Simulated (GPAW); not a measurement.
# O K ELNES/XANES of MnO2 (Pyrolusite, P4_2/mnm) from DFT, part 3 of 3

Aim: the dependence of the O K near-edge features of MnO2 (Pyrolusite, P4_2/mnm) on volume.

GPAW 26.7.0; X-ray absorption from dipole matrix elements to empty bands, plane-wave PAW LDA.

So far. Step 4 (Spectrum with XCH, O atom 3): The total-energy difference is 524.37 eV. The functional leaves an error in such absolute values: in the free atom LDA prices this hole 4.1 eV below PBE (computed apart), and PBE is itself good to a few eV. Step 6 (Spectrum with XCH, O atom 3): The scaled spectrum changes by 26 % r.m.s. A shift of +0.4 eV leaves 14 %. The highest intensity below 16 eV goes from 14.2 eV (2.24) to 14.6 eV (1.99).

## 7. Supercell without a hole, the energy reference

Level of this step: plane-wave PAW DFT, LDA, self-consistent field (GPAW).

The cell changes for the next run, so it gets a reference energy of its own.

The cell differs from the one that the last finished run ended in (a 5.091 → 5.200 Å, b 5.091 → 5.200 Å, c 5.091 → 5.200 Å).

The input, scf.py:

```python
import numpy as np
from ase import Atoms
from ase.parallel import parprint, paropen
from gpaw import GPAW, PW, FermiDirac, Mixer, MixerDif, setup_paths
from gpaw.test import gen
setup_paths.insert(0, '.')
gen('O', name='nch1s', xcname='LDA', corehole=(1, 0, 0), write_xml=True)
from gpaw.mpi import world
world.barrier()

atoms = Atoms('Mn4O8',
    cell=[[4.35386969, 0, 2.84397781],
     [0, 4.35386969, 2.84397781],
     [-4.35386969, 0, 2.84397781]],
    scaled_positions=[[0.25, 0.5, 0.75],
     [0.75, 0.5, 0.25],
     [0, 0, 0],
     [0.5, 0, 0.5],
     [0.55515, 0.19485, 0.75],
     [0.05515, 0.19485, 0.25],
     [0, 0.69485, 0.30515],
     [0.5, 0.69485, 0.80515],
     [0.94485, 0.80515, 0.75],
     [0.44485, 0.80515, 0.25],
     [0, 0.30515, 0.69485],
     [0.5, 0.30515, 0.19485]],
    magmoms=[4.0, 4.0, -4.0, -4.0, 0.0, 0.0, 0.0, 0.0, 0.0, 0.0, 0.0, 0.0],
    pbc=True)
atoms.calc = calc = GPAW(legacy_gpaw=True, mode=PW(500), xc='LDA', setups={4: 'nch1s'},
    kpts={'size': (4, 4, 4), 'gamma': True}, occupations=FermiDirac(0.1),
    charge=0, mixer=MixerDif(0.05, 8, 50), maxiter=150,
    convergence={'density': 0.0001}, txt='scf.txt')
energy = atoms.get_potential_energy() + calc.get_reference_energy()
ef = calc.get_fermi_level()
out = dict(energy=energy, fermi=ef, forces=atoms.get_forces().tolist(), magmoms=atoms.get_magnetic_moments().tolist())
parprint(f'all-electron energy {energy:.4f} eV, Fermi level {ef:.4f} eV')
ev = np.array([[calc.get_eigenvalues(k, s) for k in range(len(calc.get_ibz_k_points()))] for s in range(calc.get_number_of_spins())])
out['homo'], out['lumo'], out['counts'] = ev[ev < ef].max(), ev[ev > ef].min(), sorted(set((ev < ef).sum((0, 2)).tolist()))
out['filled'] = (ev[:, 0] < ef).sum(1).tolist()
import json
with paropen('out.json', 'w') as f:
    json.dump(out, f)
```

Launch:

```bash
$ OMP_NUM_THREADS=1 mpirun -n 2 gpaw python scf.py
```

Numbers of over 12 decimals in the logs are rounded to 6 here.

Output:

```text
Input parameters:
  convergence: {density: 0.0001}
  kpts: {gamma: True,
         size: (4, 4, 4)}
  maxiter: 150
  mixer: {backend: pulay,
          beta: 0.05,
          method: difference,
          nmaxold: 8,
          weight: 50}
  mode: {ecut: 500.0,
         name: pw}
  occupations: {fixmagmom: False,
                name: fermi-dirac,
                width: 0.1}
  setups: {4: nch1s}

Initialize ...

[...]
2s(2) :    -0.872866     1.079797
*s    :     0.127134
2p(4) :    -0.337925     0.876472
*p    :     0.662075
*d    :     0.000000
--------------------------------

Diagonalizing with gridspacing h=0.050

state   all-electron     PAW
-------------------------------
2s:      -0.872866    -0.873954
2p:      -0.337925    -0.341740
*d:                    0.050276
*f:                    0.077289
-------------------------------
all-electron energy -142153.1756 eV, Fermi level 6.4483 eV
[key lines of the parts left out:]
Converged after 31 iterations.
Dipole moment: (-0.000000, -0.000000, -0.000000) |e|*Ang
Free energy:   -108.086218
Fermi level: 6.44832
```

Run time: 4.8 min. Hardware: 2 MPI ranks of Arm Neoverse V1, shared host; peak memory 0.42 GiB.

Reference energy: -142153.176 eV with the cores included.

## 8. Spectrum with XCH, O atom 3

Shorter bonds are expected to push antibonding states and scattering resonances up, and longer ones down; the cell is scaled to test that.

Changed against the first core-hole run: volume scale from 1 to 0.97.

The input, xas.py:

```python
import numpy as np
from ase import Atoms
from ase.parallel import parprint, paropen
from gpaw import GPAW, PW, FermiDirac, Mixer, MixerDif, setup_paths
from gpaw.test import gen
setup_paths.insert(0, '.')
gen('O', name='fch1s', xcname='LDA', corehole=(1, 0, 1), write_xml=True)
from gpaw.mpi import world
world.barrier()

atoms = Atoms('Mn4O8',
    cell=[[4.35386969, 0, 2.84397781],
     [0, 4.35386969, 2.84397781],
     [-4.35386969, 0, 2.84397781]],
    scaled_positions=[[0.25, 0.5, 0.75],
     [0.75, 0.5, 0.25],
     [0, 0, 0],
     [0.5, 0, 0.5],
     [0.55515, 0.19485, 0.75],
     [0.05515, 0.19485, 0.25],
     [0, 0.69485, 0.30515],
     [0.5, 0.69485, 0.80515],
     [0.94485, 0.80515, 0.75],
     [0.44485, 0.80515, 0.25],
     [0, 0.30515, 0.69485],
     [0.5, 0.30515, 0.19485]],
    magmoms=[4.0, 4.0, -4.0, -4.0, 0.0, 0.0, 0.0, 0.0, 0.0, 0.0, 0.0, 0.0],
    pbc=True)
atoms.calc = calc = GPAW(legacy_gpaw=True, mode=PW(500), xc='LDA', setups={4: 'fch1s'},
    kpts={'size': (4, 4, 4), 'gamma': True}, occupations=FermiDirac(0.1),
    charge=-1, mixer=MixerDif(0.05, 8, 50), maxiter=150,
    convergence={'density': 0.0001}, txt='scf.txt')
energy = atoms.get_potential_energy() + calc.get_reference_energy()
ef = calc.get_fermi_level()
out = dict(energy=energy, fermi=ef, forces=atoms.get_forces().tolist(), magmoms=atoms.get_magnetic_moments().tolist())
parprint(f'all-electron energy {energy:.4f} eV, Fermi level {ef:.4f} eV')
ev = np.array([[calc.get_eigenvalues(k, s) for k in range(len(calc.get_ibz_k_points()))] for s in range(calc.get_number_of_spins())])
out['homo'], out['lumo'], out['counts'] = ev[ev < ef].max(), ev[ev > ef].min(), sorted(set((ev < ef).sum((0, 2)).tolist()))
out['filled'] = (ev[:, 0] < ef).sum(1).tolist()

from ase.units import Ha
from gpaw.xas import dipole_matrix_elements
nb = int(calc.get_number_of_electrons() / 2) + 87
top, nb = nb, nb + 8 + nb // 12
nscf = calc.fixed_density(kpts={'size': (5, 5, 5), 'gamma': True}, nbands=nb,
    convergence={'bands': top, 'eigenstates': 1e-5}, maxiter=60, txt='nscf.txt')
cell = atoms.cell.array
ops = [cell.T @ U.T @ np.linalg.inv(cell.T) for U in nscf.wfs.kd.symmetry.op_scc]
E = np.arange(-6, 34, 0.1)
fwhm = np.interp(E, [4, 25], [0.9, 3.5])
Y, X, zero, highest = 0, 0, 1e9, 1e9
for spin in range(nscf.get_number_of_spins()):
    wfs = nscf.wfs
    A = dipole_matrix_elements(wfs.setups[4])
    eps = np.zeros((wfs.kd.nibzkpts, nb))
    d = np.zeros((3, A.shape[1], wfs.kd.nibzkpts, nb), complex)
    for kpt in wfs.kpt_u:
        if kpt.s == spin and 4 in kpt.P_ani:
            eps[kpt.k] = kpt.eps_n * Ha
            d[:, :, kpt.k] = (kpt.weight * wfs.nspins / 2) ** 0.5 * np.inner(A, kpt.P_ani[4])
    world.sum(eps)
    world.sum(d)
    T = np.einsum('amkn,bmkn->abkn', d, d.conj()).real
    T = sum(np.einsum('ai,ijkn,bj->abkn', R, T, R) for R in ops) / len(ops)
    empty = eps > ef
    zero, highest = min(zero, eps[empty].min()), min(highest, eps[:, top - 1].min())
    lines = [(eps, T, empty)] if spin == 0 else lines + [(eps, T, empty)]
for eps, T, empty in lines:
    f = np.einsum('aakn->akn', T).reshape(3, -1)
    x = eps.ravel() - zero
    w = np.interp(x, E, fwhm) / 2.35482
    g = np.exp(-0.5 * ((E[:, None] - x) / w) ** 2) / (w * (2 * np.pi) ** 0.5)
    Y = Y + (f * empty.ravel()) @ g.T
    X = X + (f * ~empty.ravel()) @ g.T
out.update(E=E.round(2).tolist(), xas=Y.tolist(), xes=X.tolist(), zero=zero, valid=highest - zero, nk=len(eps), nb=nb)
for i in range(0, len(E), 10):
    parprint(f'{E[i]:7.2f}', *(f'{v:10.3e}' for v in Y[:, i]))
import json
with paropen('out.json', 'w') as f:
    json.dump(out, f)
```

Launch:

```bash
$ OMP_NUM_THREADS=1 mpirun -n 2 gpaw python xas.py
```

Output:

```text
Input parameters:
  charge: -1
  convergence: {density: 0.0001}
  kpts: {gamma: True,
         size: (4, 4, 4)}
  maxiter: 150
  mixer: {backend: pulay,
          beta: 0.05,
          method: difference,
          nmaxold: 8,
          weight: 50}
  mode: {ecut: 500.0,
         name: pw}
  occupations: {fixmagmom: False,
                name: fermi-dirac,
                width: 0.1}
  setups: {4: fch1s}

[...]
2s:      -1.594915    -1.596334
2p:      -1.067100    -1.073375
*d:                   -0.060686
*f:                   -0.013559
-------------------------------
all-electron energy -141628.7093 eV, Fermi level 6.8488 eV
  -6.00  1.148e-59  1.148e-59  6.931e-60
  -5.00  2.929e-43  2.929e-43  1.791e-43
  -4.00  8.140e-30  8.140e-30  5.129e-30
  -3.00  2.514e-19  2.514e-19  1.678e-19
[...]
32.00  5.984e-05  5.984e-05  9.845e-05
  33.00  6.348e-05  6.348e-05  1.143e-04
[key lines of the parts left out:]
Converged after 23 iterations.
Dipole moment: (-0.143978, -0.127573, 0.041524) |e|*Ang
Free energy:   -134.290135
Fermi level: 6.84885
```

Run time: 11 min. Hardware: 2 MPI ranks; peak memory 0.79 GiB; 22 min of CPU time.

```
E (eV)  first run  this run
  -2.0       0.00      0.00
  -1.0       0.00      0.00
   0.0       0.51      0.48
   1.0       1.64      1.51
   2.0       1.18      1.31
   3.0       1.96      1.88
   4.0       0.31      0.47
   5.0       0.00      0.01
   6.0       0.00      0.00
   7.0       0.02      0.01
   8.0       0.14      0.11
   9.0       0.45      0.38
  10.0       1.09      0.97
  11.0       1.54      1.48
  12.0       1.58      1.53
  13.0       1.89      1.78
  14.0       2.23      2.13
  15.0       2.08      2.09
  16.0       1.54      1.70
  17.0       0.91      1.10
  18.0       0.52      0.62
  19.0       0.38      0.40
  20.0       0.37      0.36
  21.0       0.42      0.40
  22.0       0.48      0.45
  23.0       0.55      0.51
  24.0       0.64      0.60
  25.0       0.71      0.69
  26.0       0.70      0.71
  27.0       0.64      0.67
  28.0       0.61      0.62
  29.0       0.59      0.60
  30.0       0.55      0.56
  31.0       0.56      0.54
  32.0       0.61      0.57
```

Against the first run the r.m.s. difference is 8 %. The highest intensity below 16 eV goes from 14.2 eV (2.24) to 14.4 eV (2.16).

The photon energy of the zero moves by +0.09 eV.

## 9. Supercell without a hole, the energy reference

The cell changes for the next run, so it gets a reference energy of its own.

The cell differs from the one that the last finished run ended in (a 5.200 → 5.357 Å, b 5.200 → 5.357 Å, c 5.200 → 5.357 Å).

scf.py: that of step 7 with these lines changed.

```diff
@@ -11,5 +11,5 @@
 atoms = Atoms('Mn4O8',
-    cell=[[4.35386969, 0, 2.84397781],
-     [0, 4.35386969, 2.84397781],
-     [-4.35386969, 0, 2.84397781]],
+    cell=[[4.48456308, 0, 2.92934764],
+     [0, 4.48456308, 2.92934764],
+     [-4.48456308, 0, 2.92934764]],
     scaled_positions=[[0.25, 0.5, 0.75],
```

Launch:

```bash
$ OMP_NUM_THREADS=1 mpirun -n 2 gpaw python scf.py
```

Output:

```text
Input parameters:
  convergence: {density: 0.0001}
  kpts: {gamma: True,
         size: (4, 4, 4)}
  maxiter: 150
  mixer: {backend: pulay,
          beta: 0.05,
          method: difference,
          nmaxold: 8,
          weight: 50}
  mode: {ecut: 500.0,
         name: pw}
  occupations: {fixmagmom: False,
                name: fermi-dirac,
                width: 0.1}
  setups: {4: nch1s}

Initialize ...

[...]
2s(2) :    -0.872866     1.079797
*s    :     0.127134
2p(4) :    -0.337925     0.876472
*p    :     0.662075
*d    :     0.000000
--------------------------------

Diagonalizing with gridspacing h=0.050

state   all-electron     PAW
-------------------------------
2s:      -0.872866    -0.873954
2p:      -0.337925    -0.341740
*d:                    0.050276
*f:                    0.077289
-------------------------------
all-electron energy -142152.1061 eV, Fermi level 5.1914 eV
[key lines of the parts left out:]
Converged after 26 iterations.
Dipole moment: (-0.000005, 0.000000, -0.000010) |e|*Ang
Free energy:   -107.011700
Fermi level: 5.19137
```

Run time: 4.1 min. Hardware: 2 MPI ranks; peak memory 0.44 GiB.

Reference energy: -142152.106 eV with the cores included.

## 10. Spectrum with XCH, O atom 3

Shorter bonds are expected to push antibonding states and scattering resonances up, and longer ones down; the cell is scaled to test that.

Changed against the first core-hole run: volume scale from 1 to 1.06.

xas.py: that of step 8 with these lines changed.

```diff
@@ -11,5 +11,5 @@
 atoms = Atoms('Mn4O8',
-    cell=[[4.35386969, 0, 2.84397781],
-     [0, 4.35386969, 2.84397781],
-     [-4.35386969, 0, 2.84397781]],
+    cell=[[4.48456308, 0, 2.92934764],
+     [0, 4.48456308, 2.92934764],
+     [-4.48456308, 0, 2.92934764]],
     scaled_positions=[[0.25, 0.5, 0.75],
@@ -42,3 +42,3 @@
 from gpaw.xas import dipole_matrix_elements
-nb = int(calc.get_number_of_electrons() / 2) + 87
+nb = int(calc.get_number_of_electrons() / 2) + 93
 top, nb = nb, nb + 8 + nb // 12
```

Launch:

```bash
$ OMP_NUM_THREADS=1 mpirun -n 2 gpaw python xas.py
```

Output:

```text
Input parameters:
  charge: -1
  convergence: {density: 0.0001}
  kpts: {gamma: True,
         size: (4, 4, 4)}
  maxiter: 150
  mixer: {backend: pulay,
          beta: 0.05,
          method: difference,
          nmaxold: 8,
          weight: 50}
  mode: {ecut: 500.0,
         name: pw}
  occupations: {fixmagmom: False,
                name: fermi-dirac,
                width: 0.1}
  setups: {4: fch1s}

[...]
2s:      -1.594915    -1.596334
2p:      -1.067100    -1.073375
*d:                   -0.060686
*f:                   -0.013559
-------------------------------
all-electron energy -141627.9082 eV, Fermi level 5.6207 eV
  -6.00  3.720e-60  3.720e-60  4.026e-60
  -5.00  9.825e-44  9.825e-44  1.129e-43
  -4.00  2.891e-30  2.891e-30  3.642e-30
  -3.00  9.984e-20  9.984e-20  1.404e-19
[...]
32.00  7.058e-05  7.058e-05  1.299e-04
  33.00  7.713e-05  7.713e-05  1.369e-04
[key lines of the parts left out:]
Converged after 20 iterations.
Dipole moment: (-0.143301, -0.128257, 0.042952) |e|*Ang
Free energy:   -133.487802
Fermi level: 5.62070
```

Wall time 10 min (2 MPI ranks); peak memory 0.87 GiB.

```
E (eV)  first run  this run
  -2.0       0.00      0.00
  -1.0       0.00      0.00
   0.0       0.51      0.64
   1.0       1.64      1.75
   2.0       1.18      1.03
   3.0       1.96      1.79
   4.0       0.31      0.11
   5.0       0.00      0.00
   6.0       0.00      0.00
   7.0       0.02      0.05
   8.0       0.14      0.23
   9.0       0.45      0.65
  10.0       1.09      1.33
  11.0       1.54      1.65
  12.0       1.58      1.72
  13.0       1.89      2.16
  14.0       2.23      2.34
  15.0       2.08      1.87
  16.0       1.54      1.14
  17.0       0.91      0.63
  18.0       0.52      0.41
  19.0       0.38      0.37
  20.0       0.37      0.41
  21.0       0.42      0.47
  22.0       0.48      0.53
  23.0       0.55      0.62
  24.0       0.64      0.71
  25.0       0.71      0.70
  26.0       0.70      0.65
  27.0       0.64      0.62
  28.0       0.61      0.60
  29.0       0.59      0.58
  30.0       0.55      0.59
  31.0       0.56      0.65
  32.0       0.61      0.72
```

Against the first run the r.m.s. difference is 17 %. A shift of -0.2 eV leaves 9 %. The highest intensity below 16 eV goes from 14.2 eV (2.24) to 13.8 eV (2.36).

The photon energy of the zero moves by -0.17 eV.

## 11. The volumes side by side

```
volume  nearest distance (Å)  shift of the zero (eV)  maximum 1 (eV above own zero)  maximum 2 (eV above own zero)  maximum 3 (eV above own zero)
  0.91                 1.821                   +0.29                            1.9                            3.5                           14.6
  0.97                 1.860                   +0.09                            1.4                            3.1                           14.4
     1                 1.879                   +0.00                            1.2                            3.0                           14.2
  1.06                 1.916                   -0.17                            1.0                            2.8                           13.8
```

The curves, each shifted by its zero's change so that they share one photon-energy axis, counted from the zero at V × 1:

```
E (eV)  V × 0.91  V × 0.97  V × 1  V × 1.06
  -2.0      0.00      0.00   0.00      0.00
  -1.0      0.00      0.00   0.00      0.01
   0.0      0.20      0.37   0.51      0.96
   1.0      1.03      1.45   1.64      1.71
   2.0      1.49      1.39   1.18      1.11
   3.0      1.18      1.75   1.96      1.42
   4.0      1.72      0.61   0.31      0.05
   5.0      0.15      0.01   0.00      0.00
   6.0      0.00      0.00   0.00      0.01
   7.0      0.00      0.01   0.02      0.07
   8.0      0.03      0.09   0.14      0.28
   9.0      0.17      0.34   0.45      0.76
  10.0      0.55      0.91   1.09      1.43
  11.0      1.18      1.46   1.54      1.66
  12.0      1.44      1.52   1.58      1.77
  13.0      1.48      1.74   1.89      2.23
  14.0      1.83      2.11   2.23      2.30
  15.0      1.99      2.11   2.08      1.74
  16.0      1.87      1.75   1.54      1.03
  17.0      1.61      1.16   0.91      0.57
  18.0      1.13      0.65   0.52      0.40
  19.0      0.67      0.41   0.38      0.38
  20.0      0.42      0.36   0.37      0.42
  21.0      0.36      0.39   0.42      0.48
  22.0      0.38      0.45   0.48      0.55
  23.0      0.44      0.51   0.55      0.64
  24.0      0.49      0.59   0.64      0.71
  25.0      0.58      0.68   0.71      0.69
  26.0      0.68      0.72   0.70      0.64
  27.0      0.73      0.67   0.64      0.62
  28.0      0.69      0.62   0.61      0.60
  29.0      0.63      0.60   0.59      0.58
  30.0      0.60      0.56   0.55      0.59
  31.0      0.56      0.54   0.56      0.66
  32.0      0.52      0.56   0.61      0.73
```

## 12. Summary of results

- absorber and edge: O K, atom 3 of the ground-state input (counted from 1)
- surroundings: 2 Mn at 1.88 Å and 1 Mn at 1.90 Å (distorted trigonal planar, site symmetry m2m)
- highest intensity below 16 eV: 14.2 eV above the zero, height 2.24
- photon energy of the zero (spin-polarised hole, raw): 524.4 eV (LDA puts this hole about 4 eV below PBE, itself good to a few eV)

In words: From V × 0.91 to V × 1.06 the nearest distance grows by 0.095 Å and the zero moves by -0.46 eV. Above their own zero, the maxima move from 1.9 to 1.0 eV, from 3.5 to 2.8 eV and from 14.6 to 13.8 eV. The O K edge of atom 3, with 2 Mn at 1.88 Å and 1 Mn at 1.90 Å (distorted trigonal planar, site symmetry m2m), has its highest intensity of the first 16 eV at 14.2 eV above the zero, near 539 eV in photon energy (LDA puts this hole about 4 eV below PBE, itself good to a few eV), 2.2 times the mean level of the first 20 eV (Gaussian full width 0.9 eV up to 4 eV, rising linearly to 3.5 eV at 25 eV). At the O K edge of atom 3 polarisation matters most near 15.8 eV, where the curves differ by 0.9 on this scale. The hole lies in one spin channel, while the script sums the empty states of both and takes the lower zero; where the two channels are split, this blurs and shifts the curve. The unit cell's mesh shows no gap over 0.35 eV. That is right for a metallic compound; for a small-gap or correlated insulator it would be the fault of the functional or of the assumed magnetic order, and the hole would be screened too well. The spins start antiferromagnetically in a simple order, which needn't be the measured one; gap and edge can depend on it. The holes are only 5.3 Å apart, so the shape is probably not converged with cell size; no larger cell was run here. The mesh is coarse (0.30 Å⁻¹ between points), so small maxima may be mesh ripples. Lifetime broadening is put in by hand, and intensities beyond about 20 eV depend on it and on the partial waves; weight that the partial waves miss at high energy is lost. The structure is a published determination, not relaxed.

[Banner, clock and machine lines of the logs are left out without a mark of their own.]

[Logs are printed without paths, hosts, clocks, repeated set-up lines and the standing remarks that a program may print on its own settings, such as how far it seeks lower states.]

[Hosts, paths, dates, database ids (printed as entryN), source tags and the programs' standing remarks are cut or masked in the printed files.]

[Lists of maxima count a maximum above −3 eV only where it reaches 4 % of the highest in the window and stands out from its surroundings by 2 % of it (1.5 % where it reaches 55 %); shoulders and weaker maxima are passed over, and of the rest the first, up to two pre-edge ones and the few strongest are named.]
